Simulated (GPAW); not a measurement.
# Sb (buckled honeycomb monolayer): G0W0 on several meshes in GPAW

Wanted: mesh dependence and cost of G0W0 for Sb (buckled honeycomb monolayer).

Calculated with GPAW 26.7.0; LDA and many-body steps on it, plane waves.

Most raw output is cut from this account.

## 1. Starting point

The cell holds 2 atoms: 2 Sb. Cell: a = 3.989 Å, b = 3.989 Å, c = 12.500 Å, α = 90.0°, β = 90.0°, γ = 120.0°. Vacuum lies along c.

As a file:

```
Sb
1.0
     3.98874    0.00000    0.00000
    -1.99437    3.45435    0.00000
     0.00000    0.00000   12.50000
Sb
2
Direct
  0.33333 0.66667 0.43488
  0.66667 0.33333 0.56512
```

The structure was relaxed with LDA. The runs that relaxed it are not among those shown. Spin-orbit coupling is left out unless a step names it.

## 2. Empty states on the mesh, 6×6×1 mesh, 289 bands

This step: GPAW 26.7.0; DFT, LDA, plane waves, PAW.

The sums over transitions need many empty states on a uniform mesh; this step solves for them.

File run.py:

```python
import json
import numpy as np
from gpaw.mpi import world
from gpaw import GPAW

calc = GPAW('gs.gpw').fixed_density(kpts={'size': (6, 6, 1), 'gamma': True},
    parallel={'domain': 1, 'band': 1},
    txt='nscf.txt')
calc.diagonalize_full_hamiltonian(nbands=289)
calc.write('full.gpw', mode='all')
res = {}
kpts = calc.get_ibz_k_points()
res['kpts'] = kpts
res['eigenvalues'] = [calc.get_eigenvalues(kpt=k) for k in range(len(kpts))]
res['n_electrons'] = calc.get_number_of_electrons()

if world.rank == 0:
    with open('result.json', 'w') as f:
        json.dump(res, f, default=lambda x: x.tolist())
```

Launch:

```sh
> mpirun -n 4 gpaw python run.py
```

Run time: 100 s. Hardware: 4 MPI ranks of Arm Neoverse V1, shared host; peak memory 4.6 GiB; 6.7 min of CPU time.

This step gave:

| Quantity | Value |
| --- | --- |
| gap | 1.070 eV |
| k of the valence top | 0, 0, 0 |
| k of the conduction bottom | 0.3333, 0, 0 |
| least direct gap | 1.710 eV |
| k points computed | 7 |
| lowest point of the top converged band, above the valence top | 75.9299 eV |

On this mesh the gap is 1.070 eV.

## 3. 6×6×1

Now the one-shot GW correction: screening in the RPA, then the self-energy of the levels asked for.

This step: G0W0 on LDA, plane waves, PAW.

File run.py:

```python
import json
import numpy as np
from gpaw.mpi import world
from gpaw.response.g0w0 import G0W0

gw = G0W0('full.gpw',
    filename='gw',
    kpts=[0, 3],
    bands=(13, 17),
    ecut=24,
    nbands=45,
    truncation='2D',
    integrate_gamma='sphere',
    q0_correction=True,
    frequencies={'type': 'nonlinear', 'domega0': 0.15, 'omega2': 15.0},
    eta=0.1,
    nblocksmax=True)
gw.calculate()
res = {mode: {k: v for k, v in r.items() if k != 'sigma_eskwn'}
       for mode, r in gw.all_results.items()}

if world.rank == 0:
    with open('result.json', 'w') as f:
        json.dump(res, f, default=lambda x: x.tolist())
```

Launch:

```sh
> mpirun -n 4 gpaw python run.py
```

Run time: 20 s. Hardware: 4 MPI ranks; peak memory 1 GiB.

Numbers from this step:

| Property | Result |
| --- | --- |
| G0W0 gap on the points computed | 1.667 eV |
| least direct G0W0 gap on the computed points | 2.743 eV |
| Z at the valence top | 0.7489 |
| Z at the conduction bottom | 0.7485 |
| starting gap on the mesh | 1.070 eV |
| k of the valence top | 0, 0, 0 |
| k of the conduction bottom | 0.3333, 0, 0 |

The gap on the mesh goes from 1.07 eV to 1.67 eV, a correction of +0.60 eV.

## 4. Empty states on the mesh, 9×9×1 mesh, 55 bands

This step: DFT, LDA, plane waves, PAW.

File run.py:

```python
import json
import numpy as np
from gpaw.mpi import world
from gpaw import GPAW

calc = GPAW('gs.gpw').fixed_density(kpts={'size': (9, 9, 1), 'gamma': True},
    nbands=64,
    convergence={'bands': 55},
    txt='nscf.txt')
calc.write('full.gpw', mode='all')
res = {}
kpts = calc.get_ibz_k_points()
res['kpts'] = kpts
res['eigenvalues'] = [calc.get_eigenvalues(kpt=k) for k in range(len(kpts))]
res['n_electrons'] = calc.get_number_of_electrons()

if world.rank == 0:
    with open('result.json', 'w') as f:
        json.dump(res, f, default=lambda x: x.tolist())
```

Launch:

```sh
> mpirun -n 4 gpaw python run.py
```

It took 18 s on 4 MPI ranks; peak memory 0.82 GiB.

Numbers from this step:

```
gap                                                           : 1.070 eV
k of the valence top                                          : 0, 0, 0
k of the conduction bottom                                    : 0.3333, 0, 0
least direct gap                                              : 1.710 eV
k points computed                                             : 12
lowest point of the top converged band, above the valence top : 20.48 eV
```

On this mesh the gap is 1.070 eV.

## 5. 9×9×1

This step: G0W0 on LDA, plane waves, PAW.

File run.py:

```python
import json
import numpy as np
from gpaw.mpi import world
from gpaw.response.g0w0 import G0W0

gw = G0W0('full.gpw',
    filename='gw',
    kpts=[0, 5],
    bands=(13, 17),
    ecut=24,
    nbands=45,
    truncation='2D',
    integrate_gamma='sphere',
    q0_correction=True,
    frequencies={'type': 'nonlinear', 'domega0': 0.15, 'omega2': 15.0},
    eta=0.1,
    nblocksmax=True)
gw.calculate()
res = {mode: {k: v for k, v in r.items() if k != 'sigma_eskwn'}
       for mode, r in gw.all_results.items()}

if world.rank == 0:
    with open('result.json', 'w') as f:
        json.dump(res, f, default=lambda x: x.tolist())
```

Launch:

```sh
> mpirun -n 4 gpaw python run.py
```

Run time: 54 s. Hardware: 4 MPI ranks; peak memory 1.9 GiB; 3.6 min of CPU time.

This step gave:

| Item | Value |
| --- | --- |
| G0W0 gap on the points computed | 1.655 eV |
| least direct G0W0 gap on the computed points | 2.726 eV |
| Z at the valence top | 0.7565 |
| Z at the conduction bottom | 0.7537 |
| starting gap on the mesh | 1.070 eV |
| k of the valence top | 0, 0, 0 |
| k of the conduction bottom | 0.3333, 0, 0 |

Against G0W0 in GPAW (6×6×1 mesh, 45 bands, screening to 24 eV, full frequency, Hilbert transform), the gap moves by −0.012 eV.

## 6. Side by side

Times are wall times on 4 MPI ranks of Arm Neoverse V1, shared host, good to a factor of about two.

```csv
run,mesh,bands,screening cutoff (eV),DFT gap (eV),gap on the mesh (eV),direct (eV),time
6×6×1,6×6×1,45,24,1.070,1.667,2.743,20 s
9×9×1,9×9×1,45,24,1.070,1.655,2.726,54 s
```

## 7. Outcome

```json
{
 "6×6×1": "1.667 eV",
 "9×9×1": "1.655 eV",
 "known limits": "not at the basis limit; no spin-orbit coupling"
}
```

In words: 9×9×1: −0.012 eV against 6×6×1. Bands and cutoff are finite, so the gap is not at the basis limit. The miss can reach some tenths of an eV and take either sign; the mesh is an error of its own. These stock PAW sets were not made for GW. In the G0W0 runs levels were corrected at 2 k points alone, so a gap called «on the mesh» is the least over those, and an edge elsewhere would be missed. Mesh or cutoff lie under what a gap needs, so these runs test behaviour and cost; their gaps are not to be quoted. The many-body steps are scalar-relativistic: spin-orbit coupling is not in them.

[Paths, hosts, dates, memory and timing lines, banners, echoed tables and standing remarks are left out of the program output.]

[Logs are printed without paths, hosts, clocks, repeated set-up lines and the standing remarks that a program may print on its own settings, such as how far it seeks lower states.]

[Runs of the session that timed out or met a known fault of the program may be left out.]

[Hosts, paths, dates, database ids (printed as entryN), source tags and the programs' standing remarks are cut or masked in the printed files.]
